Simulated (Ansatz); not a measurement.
# Formation energy and levels of the hydrogen interstitial H_i (antibonding, by N) in GaN (F-43m)

Aim: at which Fermi levels does H_i (antibonding, by N) in GaN (F-43m) change its charge? The model is a cell of 54 host atoms with 1 H put in.

Main program and level: Ansatz 0.2.0; place-levels on r2SCAN runs: charge-transition levels and formation energies with image-charge correction and potential alignment at the atomic sites; PAW set soft_1.

## Step 1: Starting point

The cell holds 55 atoms: 27 Ga, 27 N and 1 H. Its edges and angles: a = 9.542 Å, b = 9.542 Å, c = 9.542 Å, α = 60.0°, β = 60.0°, γ = 60.0°. It derives from GaN (space group F-43m). Nearest the centre at fractional (0.461, 0.284, 0.461): H55 at 0.00 Å, N28 at 1.03 Å, Ga29 at 1.88 Å, Ga45 at 1.88 Å, Ga27 at 1.88 Å, N40 at 2.41 Å, N24 at 2.41 Å, N22 at 2.41 Å.

Structure file:

```xyz
55
Lattice="0.0000 6.7473 6.7473 6.7473 0.0000 6.7473 6.7473 6.7473 0.0000" Properties=species:S:1:pos:R:3 pbc="T T T"
Ga    0.0000    0.0000    0.0000
N     1.1245    1.1245    1.1245
Ga    2.2491    2.2491    0.0000
N     3.3736    3.3736    1.1245
Ga    4.4982    4.4982    0.0000
N     5.6227    5.6227    1.1245
Ga    2.2491    0.0000    2.2491
N     3.3736    1.1245    3.3736
Ga    4.4982    2.2491    2.2491
N     5.6227    3.3736    3.3736
Ga    6.7473    4.4982    2.2491
N     7.8718    5.6227    3.3736
Ga    4.4982    0.0000    4.4982
N     5.6227    1.1245    5.6227
Ga    6.7473    2.2491    4.4982
N     7.8718    3.3736    5.6227
Ga    8.9964    4.4982    4.4982
N    10.1209    5.6227    5.6227
Ga    0.0000    2.2491    2.2491
N     1.1245    3.3736    3.3736
Ga    2.2491    4.4982    2.2491
N     3.3736    5.6227    3.3736
Ga    4.4982    6.7473    2.2491
N     5.6227    7.8718    3.3736
Ga    2.2491    2.2491    4.4982
N     3.3736    3.3736    5.6227
Ga    4.4982    4.4982    4.4982
N     5.6227    5.6227    5.6227
Ga    6.7473    6.7473    4.4982
N     7.8718    7.8718    5.6227
Ga    4.4982    2.2491    6.7473
N     5.6227    3.3736    7.8718
Ga    6.7473    4.4982    6.7473
N     7.8718    5.6227    7.8718
Ga    8.9964    6.7473    6.7473
N    10.1209    7.8718    7.8718
Ga    0.0000    4.4982    4.4982
N     1.1245    5.6227    5.6227
Ga    2.2491    6.7473    4.4982
N     3.3736    7.8718    5.6227
Ga    4.4982    8.9964    4.4982
N     5.6227   10.1209    5.6227
Ga    2.2491    4.4982    6.7473
N     3.3736    5.6227    7.8718
Ga    4.4982    6.7473    6.7473
N     5.6227    7.8718    7.8718
Ga    6.7473    8.9964    6.7473
N     7.8718   10.1209    7.8718
Ga    4.4982    4.4982    8.9964
N     5.6227    5.6227   10.1209
Ga    6.7473    6.7473    8.9964
N     7.8718    7.8718   10.1209
Ga    8.9964    8.9964    8.9964
N    10.1209   10.1209   10.1209
H     5.0281    6.2174    5.0281
```

The host's dielectric constants go in as inputs: 6.00 for the electrons alone, 10.56 with the ions, computed on the host (DFPT, PBEsol, on the r2SCAN cell), and a cell off the functional's own equilibrium shifts the ionic part.

The cell's shortest repeat is 9.5 Å.

## Step 2: Charge states

Levels follow from differences of total energies between charge states, each relaxed by itself.

Random displacements of about 0.05 Å break the site symmetry at the start, so that the relaxation can reach a distorted minimum if there is one. Forces are taken on a 2×2×2 shifted mesh. The cell holds 1 electron more than the neutral one, with a uniform background that keeps it neutral on the whole.

The sampling was tested on the host first: at the k-points planned (1x1x1 shifted 0.25 0.25 0.25) its energy lies 0.067 eV an atom from the dense-mesh value, so the final energies take a denser sampling.

One of the inputs; charge, spin and start change from state to state.

Contents of qm1.relax/input.yaml:

```yaml
crystal:
  lattice:
    - [0.0, 6.74729083, 6.74729083]
    - [6.74729083, 0.0, 6.74729083]
    - [6.74729083, 6.74729083, 0.0]
  atoms:
    - { symbol: Ga, position: [0.0, 0.0, 0.0] }
    - { symbol: "N", position: [0.08333333, 0.08333333, 0.08333333] }
    - { symbol: Ga, position: [0.0, 0.0, 0.33333333] }
    - { symbol: "N", position: [0.08333333, 0.08333333, 0.41666667] }
    - { symbol: Ga, position: [0.0, 0.0, 0.66666667] }
    - { symbol: "N", position: [0.08333333, 0.08333333, 0.75] }
    - { symbol: Ga, position: [0.0, 0.33333333, 0.0] }
    - { symbol: "N", position: [0.08333333, 0.41666667, 0.08333333] }
    - { symbol: Ga, position: [0.0, 0.33333333, 0.33333333] }
    - { symbol: "N", position: [0.08333333, 0.41666667, 0.41666667] }
    - { symbol: Ga, position: [0.0, 0.33333333, 0.66666667] }
    - { symbol: "N", position: [0.08333333, 0.41666667, 0.75] }
    - { symbol: Ga, position: [0.0, 0.66666667, 0.0] }
    - { symbol: "N", position: [0.08333333, 0.75, 0.08333333] }
    - { symbol: Ga, position: [0.0, 0.66666667, 0.33333333] }
    - { symbol: "N", position: [0.08333333, 0.75, 0.41666667] }
    - { symbol: Ga, position: [0.0, 0.66666667, 0.66666667] }
    - { symbol: "N", position: [0.08333333, 0.75, 0.75] }
    - { symbol: Ga, position: [0.33333333, 0.0, 0.0] }
    - { symbol: "N", position: [0.41666667, 0.08333333, 0.08333333] }
    - { symbol: Ga, position: [0.33333333, 0.0, 0.33333333] }
    - { symbol: "N", position: [0.41666667, 0.08333333, 0.41666667] }
    - { symbol: Ga, position: [0.33333333, 0.0, 0.66666667] }
    - { symbol: "N", position: [0.41666667, 0.08333333, 0.75] }
    - { symbol: Ga, position: [0.33333333, 0.33333333, 0.0] }
    - { symbol: "N", position: [0.41666667, 0.41666667, 0.08333333] }
    - { symbol: Ga, position: [0.33333333, 0.33333333, 0.33333333] }
    - { symbol: "N", position: [0.41666667, 0.41666667, 0.41666667] }
    - { symbol: Ga, position: [0.33333333, 0.33333333, 0.66666667] }
    - { symbol: "N", position: [0.41666667, 0.41666667, 0.75] }
    - { symbol: Ga, position: [0.33333333, 0.66666667, 0.0] }
    - { symbol: "N", position: [0.41666667, 0.75, 0.08333333] }
    - { symbol: Ga, position: [0.33333333, 0.66666667, 0.33333333] }
    - { symbol: "N", position: [0.41666667, 0.75, 0.41666667] }
    - { symbol: Ga, position: [0.33333333, 0.66666667, 0.66666667] }
    - { symbol: "N", position: [0.41666667, 0.75, 0.75] }
    - { symbol: Ga, position: [0.66666667, 0.0, 0.0] }
    - { symbol: "N", position: [0.75, 0.08333333, 0.08333333] }
    - { symbol: Ga, position: [0.66666667, 0.0, 0.33333333] }
    - { symbol: "N", position: [0.75, 0.08333333, 0.41666667] }
    - { symbol: Ga, position: [0.66666667, 0.0, 0.66666667] }
    - { symbol: "N", position: [0.75, 0.08333333, 0.75] }
    - { symbol: Ga, position: [0.66666667, 0.33333333, 0.0] }
    - { symbol: "N", position: [0.75, 0.41666667, 0.08333333] }
    - { symbol: Ga, position: [0.66666667, 0.33333333, 0.33333333] }
    - { symbol: "N", position: [0.75, 0.41666667, 0.41666667] }
    - { symbol: Ga, position: [0.66666667, 0.33333333, 0.66666667] }
    - { symbol: "N", position: [0.75, 0.41666667, 0.75] }
    - { symbol: Ga, position: [0.66666667, 0.66666667, 0.0] }
    - { symbol: "N", position: [0.75, 0.75, 0.08333333] }
    - { symbol: Ga, position: [0.66666667, 0.66666667, 0.33333333] }
    - { symbol: "N", position: [0.75, 0.75, 0.41666667] }
    - { symbol: Ga, position: [0.66666667, 0.66666667, 0.66666667] }
    - { symbol: "N", position: [0.75, 0.75, 0.75] }
    - { symbol: H, position: [0.460735, 0.284462, 0.460735] }
  host:
    repeats: [3, 3, 3]
    atoms:
      - { symbol: Ga, position: [0.0, 0.0, 0.0] }
      - { symbol: "N", position: [0.25, 0.25, 0.25] }
total_charge: -1
basis:
  ecutwfc: 500
  xc_grid: 2
hamiltonian:
  xc: r2scan
  pseudopotentials: { kind: paw, azcp: { folder: soft_1 } }
kpoints:
  mp_grid: { grid: [2, 2, 2], shift: [0.5, 0.5, 0.5] }
scf:
  occupations: { method: fixed }
  max_iter: 80
output:
  forces: true
  charged_corrections:
    epsilon: 6.0
    static_epsilon: 10.56
    defect_position: [0.460735, 0.284462, 0.460735]
relax:
  f_tol: 0.02
  max_steps: 80
  random_displacement: { amplitude: 0.05, seed: 86 }
checkpoint:
  write: "../qm1.relax.run"
  compress: false
  write_wavefunctions: true
  write_every: 100000
```

Started as:

```bash
$ ansatz run input.yaml --threads 4 --pin off --max-ram 15073MiB --backend cpu --events-out ev --progress --plain --runs-dir out
```

The run of this state that the levels use, under r2SCAN:

Contents of qm1.point/input.yaml:

```yaml
crystal:
  checkpoint: "../qm1.relax.run"
  host: checkpoint
total_charge: -1
basis:
  ecutwfc: 500
  xc_grid: 2
hamiltonian:
  xc: r2scan
  pseudopotentials: { kind: paw, azcp: { folder: soft_1 } }
kpoints:
  mp_grid: { grid: [2, 2, 2], shift: [0.5, 0.5, 0.5] }
scf:
  occupations: { method: fixed }
  max_iter: 80
output:
  forces: true
  eigenvalues: true
  charged_corrections:
    epsilon: 6.0
    static_epsilon: 10.56
    defect_position: [0.460735, 0.284462, 0.460735]
  eigenstates: { localisation: true }
  populations: true
  band_densities: [{ bands: [v1, v1] }, { bands: [c1, c1] }]
  write_density: true
  write_potential: true
  volumetric_format: npy
checkpoint:
  read: "../qm1.relax.run"
  write: "../qm1.point.run"
  compress: false
  write_wavefunctions: false
  write_every: 100000
```

Relaxations under r2SCAN at a 2×2×2 shifted mesh; times on 4 threads of Arm Neoverse V1, shared host:

```csv
charge,moment (μB),occupations,outcome,steps,largest displacement against the far atoms (Å),time
−1,0,fixed,converged,14,0.83,12 min
0,1,fixed,converged,7,0.22,16 min
+1,0,fixed,converged,6,0.16,6 min
−1,2,fixed,converged,10,0.64,22 min
```

Single points under r2SCAN at a 2×2×2 shifted mesh; times on 4 threads of Arm Neoverse V1, shared host:

```csv
charge,moment (μB),occupations,outcome,time
−1,0,fixed,converged,56 s
0,1,fixed,converged,2 min
+1,0,fixed,converged,55 s
−1,2,fixed,converged,2.1 min
```

Distances (Å) from H55 to the nearest atoms after relaxation with r2SCAN:

```csv
charge,moment (μB),1.,2.,3.,4.,5.,6.
−1,0,N 1.01,N 2.05,N 2.05,N 2.05,Ga 2.23,Ga 2.23
−1,2,N 1.02,N 2.11,N 2.11,N 2.11,Ga 2.16,Ga 2.16
0,1,N 1.04,Ga 2.06,Ga 2.07,Ga 2.07,N 2.28,N 2.28
+1,0,N 1.03,Ga 2.06,Ga 2.06,Ga 2.06,N 2.32,N 2.32
```

## Step 3: place-levels, r2SCAN

A charged cell interacts with its images and the background, and its potential has another zero than the host's. place-levels removes the first by a point-charge model, screened by the static dielectric constant since the ions have relaxed around the charge, and the second by comparing potentials at atoms far from the defect.

The host is a run of the defect-free crystal in the same cutoffs, grids and k-points, so that basis and sampling errors cancel in part in the differences. The host is run in a cell of 2 atoms on a matching mesh. Its band edges are searched through the zone by a band path, so the gap is smaller than, or equal to, that on the mesh. Chemical potentials are energies per atom of H (H2 molecule), run with the same functional and cutoff.

Contents of levels.point.yaml:

```yaml
host:
  run: host.point.run
states: [qm1.point.run, q0_M1.point.run, qp1.point.run, qm1_M2.point.run]
geometry_from:
  qm1.point.run: qm1.relax.run
  q0_M1.point.run: q0_M1.relax.run
  qp1.point.run: qp1.relax.run
  qm1_M2.point.run: qm1_M2.relax.run
  host.point.run: host.relax.run
chemical_potentials:
  H:
    energy: -15.945394
    dataset: "<sha256 of the dataset>"
epsilon: 6.0
static_epsilon: 10.56
vertical:
  - { from: qm1.point.run, to: qm1.point_neutral.run }
  - { from: qp1.point.run, to: qp1.point_neutral.run }
  - { from: qm1_M2.point.run, to: qm1_M2.point_neutral.run }
```

Started as:

```bash
$ ansatz place-levels levels.point.yaml -- --threads 4 --pin off --max-ram 15073MiB
```

Numbers of over 12 decimals in the logs are rounded to 6 here.

The program printed:

```text
[... repeated set-up lines and file paths are left out, and long positions are rounded to six places ...]
(+1/0) 2.209 eV above the valence edge (+3.267 eV without the band-filling correction), in the conduction band
(0/-1) 3.369 eV above the valence edge (+3.278 eV without the band-filling correction), in the conduction band
formation energy of charge +1: +0.122 eV with the Fermi level at the valence edge
formation energy of charge 0: +2.331 eV with the Fermi level at the valence edge
formation energy of charge -1: +5.700 eV with the Fermi level at the valence edge
vertical -1 to 0: no energy, since no alignment is typed
  the change from vertical[0].from (qm1.point.run) to vertical[0].to (qm1.point_neutral.run): by its potential at epsilon 6 it stands at 0.378 0.587 0.378, with an rms radius of about 2.0 Å (1.0 1.4 1.0 Å across the planes of the cell's vectors); [...]
vertical +1 to 0: no energy, since no alignment is typed
  the change from vertical[1].from (qp1.point.run) to vertical[1].to (qp1.point_neutral.run): by its potential at epsilon 6 it stands at 0.365 0.705 0.365, with an rms radius of about 5.1 Å (2.6 3.5 2.6 Å across the planes of the cell's vectors); [...]
vertical -1 to 0: no energy, since no alignment is typed
  the change from vertical[2].from (qm1_M2.point.run) to vertical[2].to (qm1_M2.point_neutral.run): by its potential at epsilon 6 it stands at 0.331 0.411 0.329, with an rms radius of about 5.3 Å (3.2 2.8 3.2 Å across the planes of the cell's vectors); [...]
  edges by r2scan, gap 2.168 eV; the host is sampled to repeats of 19.08 Å
  the defect's cells are sampled to repeats of 19.08 Å, like sampling
  charge +1: -112787.4316 eV with its correction of +0.267 eV, at epsilon 10.56, aligned at sites: +0.0352 eV, mean over 16 atomic sites at or beyond 4.77 Å from the defect at [0.4607, 0.2845, 0.4607], with +0.000000 for the charge's moments and without [...]
  charge 0: +0.000 eV for its dipole among its images, +0.012 omitted
  charge -1: -112761.9875 eV with its correction of +0.202 eV, at epsilon 10.56, aligned at sites: +0.0292 eV, mean over 16 atomic sites at or beyond 4.77 Å from the defect at [0.4607, 0.2845, 0.4607], with +0.000000 for the charge's moments and without [...]
  charge -1: states[3] (qm1_M2.point.run) stands 0.465 eV higher, with a moment of 2.00 μB against 0.00
  of states[2] (qp1.point.run): it parts from the run at its places by a charge that spreads by about 3.5 Å along one vector (1.3 Å or more is wide), by its potential at epsilon 6, taken for that of held ions (one typed too small widens it), where the cell [...]
  of states[1] (q0_M1.point.run): a band-filling correction moves a carrier to the host's band edge, which changes its energy by -1.058 eV; stability_check_not_made
  of states[0] (qm1.point.run): it parts from the run at its places by a charge that spreads by about 1.4 Å along one vector (1.3 Å or more is wide), by its potential at epsilon 6, taken for that of held ions (one typed too small widens it), where the cell [...]
  of states[3] (qm1_M2.point.run): how wide its charge is, is not read beside other atoms or cores, and a band state would take no correction. [...]
  of vertical[0].from (qm1.point.run): it parts from the run at its places by a charge that spreads by about 1.4 Å along one vector (1.3 Å or more is wide), by its potential at epsilon 6, taken for that of held ions (one typed too small widens it), where the [...]
  of vertical[0].to (qm1.point_neutral.run): stability_check_not_made
  of vertical[1].from (qp1.point.run): it parts from the run at its places by a charge that spreads by about 3.5 Å along one vector (1.3 Å or more is wide), by its potential at epsilon 6, taken for that of held ions (one typed too small widens it), where the [...]
  of vertical[1].to (qp1.point_neutral.run): stability_check_not_made
  of vertical[2].from (qm1_M2.point.run): its moments are held at its close (magnetization.spin_locking), by a field of 0.168 eV a Bohr magneton, and its energy and levels are of the state that this holds: a run that lets them go can end lower; [...]
  of vertical[2].to (qm1_M2.point_neutral.run): stability_check_not_made
```

Run time: 0.45 s. Hardware: 4 threads of Arm Neoverse V1, shared host.

Levels between the charges placed, in eV above the valence top:

```csv
,gap (eV),(+1/0),(0/−1)
r2SCAN,2.17,2.21,3.37
```

Corrections by state:

```csv
charge,moment (μB),image terms and alignment (eV),band filling (eV),ε used,"over the lowest of its charge, as the program ranks them, band filling apart (eV)"
+1,0.0,0.267,-,10.56,0.000
0,1.0,0.000,-1.058,-,0.000
−1,0.0,0.202,-0.967,10.56,0.000
−1,2.0,0.126,-,10.56,0.465
```

The charged structures listed were also run neutral, and place-levels reads from each pair, by the potential or the spins, how wide the charge is by which they differ; that can be the carrier of either run.

```csv
charge,rms radius (Å),spread where it is widest against the cell (Å),wide from (Å),reading
+1,5.1,3.50,1.35,wide
−1,2.0,1.39,1.35,wide
```

The neutral runs of these pairs need not share the spin of the lowest neutral state, and very wide values only mean spread over the cell.

From the program's caveats on the states, each cut to its opening words:

- charge +1: it parts from the run at its places by a charge that spreads by about 3.5 Å along one vector (1.3 Å or more is wide), by its potential at epsilon 6, taken for [...]
- charge 0 (1 μB): a band-filling correction moves a carrier to the host's band edge, which changes its energy by -1.058 eV
- charge 0 (1 μB), −1 (2 μB): flagged: stability check not made
- charge −1: it parts from the run at its places by a charge that spreads by about 1.4 Å along one vector (1.3 Å or more is wide), by its potential at epsilon 6, taken for [...]
- charge −1: a band-filling correction moves a carrier to the host's band edge, which changes its energy by -0.967 eV
- charge −1 (2 μB): how wide its charge is, is not read beside other atoms or cores, and a band state would take no correction
- charge −1 (2 μB): its moments are held at its close (magnetization.spin_locking), by a field of 0.168 eV a Bohr magneton, and its energy and levels are of the state that this [...]

The host's formation energy from the elements is -0.646 eV per atom; it sets how far the chemical potentials can move.

Formation energies (eV), Ga-rich (Δμ(Ga) = 0.00 eV, Δμ(N) = -1.29 eV, Δμ(H) = 0.00 eV):

```csv
charge,Fermi level at the valence top,at the conduction bottom
+1,0.12,2.29
0,2.33,2.33
−1,5.70,3.53
```

Formation energies (eV), N-rich (Δμ(N) = 0.00 eV, Δμ(Ga) = -1.29 eV, Δμ(H) = 0.00 eV):

```csv
charge,Fermi level at the valence top,at the conduction bottom
+1,0.12,2.29
0,2.33,2.33
−1,5.70,3.53
```

## Step 4: Summary of results

```yaml
gap_of_the_host: 2.17 eV (r2SCAN)
level_plus_1_over_0: 2.21 eV above the valence top, past the conduction bottom (3.27 eV above the valence top without the band-filling term)
level_0_minus_1: 3.37 eV above the valence top, past the conduction bottom (3.28 eV above the valence top without the band-filling term)
lowest_of_the_charges_placed_just_above_the_valence_top_0p02_ev: +1
lowest_of_the_charges_placed_just_below_the_conduction_bottom_0p02_ev: +1
lowest_formation_energy_at_mid_gap_of_the_charges_run_ga_rich: 1.21 eV
lowest_formation_energy_at_mid_gap_of_the_charges_run_n_rich: 1.21 eV
```

Of the charges placed (−1, 0 and +1), +1 is the lowest from 0.02 eV above the valence top to 0.02 eV below the conduction bottom, a gap of 2.17 eV. Charges above +1 were not placed, so these runs say nothing of levels that involve them. States placed: +1 at 0 μB; 0 at 1 μB; −1 at 0 μB and 2 μB. Other spin states or structures, where not listed, weren't placed. The program finds carriers beyond a band edge of the host and adds a band-filling term at charge −1 (-0.97 eV) and 0 (-1.06 eV); steps to such a charge show no bound level, and a defect level inside a band would be read the same way. H is taken at its element; compounds, which aren't counted here, bound the chemical potentials and would shift these formation energies. Limits: r2SCAN makes the gap too small and tends to spread out bound carriers; where a gas molecule sets a chemical potential or the host's formation energy, its binding is uncorrected.

[Logs are printed without paths, hosts, clocks, repeated set-up lines and the standing remarks that a program may print on its own settings, such as how far it seeks lower states.]

[Hosts, paths, dates, database ids (printed as entryN), source tags and the programs' standing remarks are cut or masked in the printed files.]

[Where a table of states has a column of steps, it counts the stored structures, which are thinned; the runs took as many ionic steps or more.]

[A defect's name tells the site on which it was built; relaxed atoms can leave that site.]

[For some hosts the program warned that the k-mesh of the response run may be too coarse for force constants and the static dielectric constant; such warnings are not shown here.]
